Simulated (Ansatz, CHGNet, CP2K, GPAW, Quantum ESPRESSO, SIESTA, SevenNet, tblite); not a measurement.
# GPAW runs on random packing of 61Li2S-17P2S5-22LiCl (mol %) (62 atoms), part 2 of 2

Wanted: GPAW inputs and outputs for random packing of 61Li2S-17P2S5-22LiCl (mol %) (62 atoms), checked against a plane-wave reference.

Program: GPAW 26.7.0; the method stands at each step. Banners, paths, timers and routine set-up lines are dropped from the logs unmarked, and long logs keep their key lines alone; longer cuts are marked.

So far. Step 3 (PBE, LCAO sz(dzp), h 0.2 Å): Against the first run (24 %), the force difference from the reference is 180 %, at 0.36 times the CPU time, with 170 basis functions against 598: the smaller basis costs accuracy. Step 4 (RPBE, LCAO dzp, h 0.2 Å): Against the first run (24 %), the force difference from the reference is 26 %, at 1.0 times the CPU time; the model has changed, so this is no error of the program alone.

### 5. PBE, LCAO szp(dzp), h 0.2 Å

Method: Kohn-Sham DFT, PBE, PAW, atomic orbitals (szp(dzp)).

File run.py:

```python
import numpy as np
from ase.io import read
from gpaw import GPAW, FermiDirac

atoms = read("structure.xyz")
atoms.calc = GPAW(
    mode="lcao",
    basis="szp(dzp)",
    h=0.2,
    xc="PBE",
    kpts={"size": (1, 1, 1), "gamma": True},
    occupations=FermiDirac(0.05),
    maxiter=200,
    symmetry={"point_group": False},
    txt="gpaw.txt",
)
energy = atoms.get_potential_energy(force_consistent=True)
forces = atoms.get_forces()
print(f"energy {energy:.6f} eV")
print("forces (eV/A)")
for i, (a, f) in enumerate(zip(atoms, forces)):
    print(f"{i:4d} {a.symbol:2s} {f[0]:10.5f} {f[1]:10.5f} {f[2]:10.5f}")
print(f"Fermi level {atoms.calc.get_fermi_level():.4f} eV")
for k in range(len(atoms.calc.get_ibz_k_points())):
    for s in range(atoms.calc.get_number_of_spins()):
        e = atoms.calc.get_eigenvalues(kpt=k, spin=s)
        n = np.searchsorted(e, atoms.calc.get_fermi_level())
        print(f"k {k} spin {s} levels about the Fermi level:", np.round(e[max(n - 6, 0):n], 4).tolist(), "|", np.round(e[n:n + 6], 4).tolist())
```

File structure.xyz:

```xyz
62
Lattice="10.73070 0.00000 0.00000 0.00000 10.73070 0.00000 0.00000 0.00000 10.73070" Properties=species:S:1:pos:R:3 pbc="T T T"
[... 62 atom lines left out: the same atoms as in the first run ...]
```

Command:

```console
OMP_NUM_THREADS=1 python run.py > output.txt
```

Output:

```text
energy -195.868515 eV
forces (eV/A)
   0 Li    0.17941    0.45590   -0.10984
   1 Li   -0.26069   -0.07201    0.12764
   2 Li    0.88210   -0.12647   -0.62115
   3 Li   -0.20957   -0.74801   -0.19301
   4 Li   -0.28661    0.61976   -0.14103
   5 Li   -0.36765    0.03257    0.49280
   6 Li    0.27838    0.57841    0.48391
   7 Li    0.00836   -0.13523   -0.10701
   8 Li   -0.25841   -0.60855   -0.37614
   9 Li   -0.08049   -0.38475    0.58701
  10 Li    0.28327   -0.12923    0.39258
  11 Li    0.16762   -0.77873   -0.58555
[...]
57 P     0.56611    0.56089    0.77274
  58 Cl   -0.10326   -0.21760    0.21447
  59 Cl    2.66801    0.21988   -0.96442
  60 Cl   -0.15900    0.48141   -0.62544
  61 Cl    0.78442   -0.65077    0.12178
Fermi level 2.7766 eV
k 0 spin 0 levels about the Fermi level: [2.436, 2.4554, 2.5484, 2.6425, 2.6775, 2.7016] | [2.7791, 2.7915, 2.8196, 2.9006, 2.9101, 2.965]
```

gpaw.txt:

```text
Input parameters:
  mode=LCAO(),
  basis={'default': 'szp(dzp)'},
  h=0.2,
  kpts=MonkhorstPack(size=(1, 1, 1), gamma=True),
  maxiter=200,
  occupations=Occupations(name='fermi-dirac', width=0.05, fixmagmom=False),
  symmetry=Symmetry(point_group=False),
  xc=XC(name='PBE')
[... lines left out ...]
  Fermi-Dirac:
[... lines left out ...]
convergence criteria:
- Maximum [total energy] change in last 3 cyles: 0.0005 eV / valence electron
[... lines left out ...]
Converged in 24 steps
[... lines left out ...]
  Free energy:    -195.868515
[... lines left out ...]
Fermi level: 2.777
[... lines left out ...]
|          0 |       -16.404 |     2.000 |
|        ... |               |           |
|        111 |         2.350 |     2.000 |
|        112 |         2.375 |     1.999 |
[...]
|        126 |         3.119 |     0.002 |
|        ... |               |           |
|        147 |         6.848 |     0.000 |
Gap: 0.078 eV
Transition (v -> c):
  (s=0, k=0, n=118, [0.00, 0.00, 0.00]) -> (s=0, k=0, n=119, [0.00, 0.00, 0.00])
No difference between direct/indirect transitions
Force computation time: 8.672  # s
timing:  # [seconds]
  Total:  116.590  # ━━━━━━━━━━━━━━━━━━━━━━━━━━━━━━━━━━━━━━━━━━━━━━━━━━━━━━━━
  Init:     5.219  # ━━╸
  SCF:    102.673  # ━━━━━━━━━━━━━━━━━━━━━━━━━━━━━━━━━━━━━━━━━━━━━━━━━╸
  Forces:   8.672  # ━━━━
```

Run time: 2 min. Hardware: 1 thread of Arm Neoverse V2, shared host; peak memory 1 GiB.

Against the reference:

```yaml
r_m_s_force_component: 0.7731 eV/Å
r_m_s_difference_of_force_components: 339 meV/Å
longest_difference_of_force_vectors: 1601 meV/Å
force_difference_over_r_m_s_force: 55.15 %
slope_of_forces_against_the_reference_s: 1.139
correlation_of_force_components: 0.9055
```

This is a coarse setting, run to see what it loses.

Against the first run (24 %), the force difference from the reference is 55 %, at 0.85 times the CPU time, with 428 basis functions against 598: the smaller basis costs accuracy.

### 6. All runs compared

Differences are against the plane-wave reference, forces as r.m.s. over components; share is that over the reference's r.m.s. force, slope the least-squares factor from reference forces to these. Total energies of different programs have different zeros and aren't compared.

```csv
run,"Δ force, r.m.s. (meV/Å)",share (%),slope,cores,CPU time,memory (GiB)
reference,-,-,-,8,31 s,1.2
"GPAW PBE, LCAO dzp, h 0.2 Å",147,23.9,1.085,1,2.3 min,1.0
"GPAW PBE, LCAO sz(dzp), h 0.2 Å (coarse)",1109,180,1.321,1,49 s,0.82
"GPAW RPBE, LCAO dzp, h 0.2 Å",161,26.2,1.116,1,2.4 min,1.0
"GPAW PBE, LCAO szp(dzp), h 0.2 Å (coarse)",339,55.1,1.139,1,2 min,1.0
```

Rows marked coarse were listed beforehand as settings not expected to be converged; some can still land near the reference.

CPU time is summed over cores on a shared host, where runs went side by side, so it is rough. Symmetry, cutoffs, thresholds, outputs and thread counts weren't matched or tuned between programs; memory under MPI is the largest rank's times the ranks.

A second geometry, displaced anew (every atom was moved at random, 0.08 Å r.m.s. a Cartesian component), gives an energy difference that all programs can be tested on. The reference puts it at 6.660 meV/atom.

```csv
run,energy less the first geometry's (meV/atom),error (meV/atom),force share at the second geometry (%)
"GPAW PBE, LCAO dzp, h 0.2 Å",8.665,2.00,19.8
"GPAW PBE, LCAO sz(dzp), h 0.2 Å",11.27,4.61,145
"GPAW RPBE, LCAO dzp, h 0.2 Å",8.517,1.86,21.9
"GPAW PBE, LCAO szp(dzp), h 0.2 Å",8.047,1.39,44.5
```

### 7. Results

* nearest in forces: GPAW PBE, LCAO dzp, h 0.2 Å, 24 %
* its CPU time: 2.3 min

What this shows: The PBE run in local orbitals, coarse settings apart, differs by 24 % (GPAW PBE, LCAO dzp, h 0.2 Å); basis, grid and potentials can all enter. Rows with another functional or a dispersion term differ by 26 % (GPAW RPBE, LCAO dzp, h 0.2 Å), which mixes the change of model with differences of basis and potentials. Runs with settings chosen to be coarse differ by 55 % (GPAW PBE, LCAO szp(dzp), h 0.2 Å) to 180 % (GPAW PBE, LCAO sz(dzp), h 0.2 Å), their programs' other errors included. None of the electronic-structure runs in the table takes under half the reference's CPU time of 31 s; they take 1.6 to 4.6 times as much. The energy difference between the two geometries, 6.66 meV/atom in the reference, is met best by GPAW PBE, LCAO szp(dzp), h 0.2 Å (coarse) (+1.39) and worst by GPAW PBE, LCAO sz(dzp), h 0.2 Å (coarse) (+4.61). The potentials hold different valence shells: 292 electrons in the reference, 240 in GPAW; this bears on time and differences. The electronic-structure runs sample only Γ, in a cell whose shortest periodic width is 11 Å, which is coarse for a cell with partly filled levels.

[Also dropped from logs without a mark: logging warnings of Python, and SIESTA's first energy breakdown and zero terms.]

[Logs are printed without paths, hosts, clocks, repeated set-up lines and the standing remarks that a program may print on its own settings, such as how far it seeks lower states.]

[Hosts, paths, dates, database ids (printed as entryN), source tags and the programs' standing remarks are cut or masked in the printed files.]
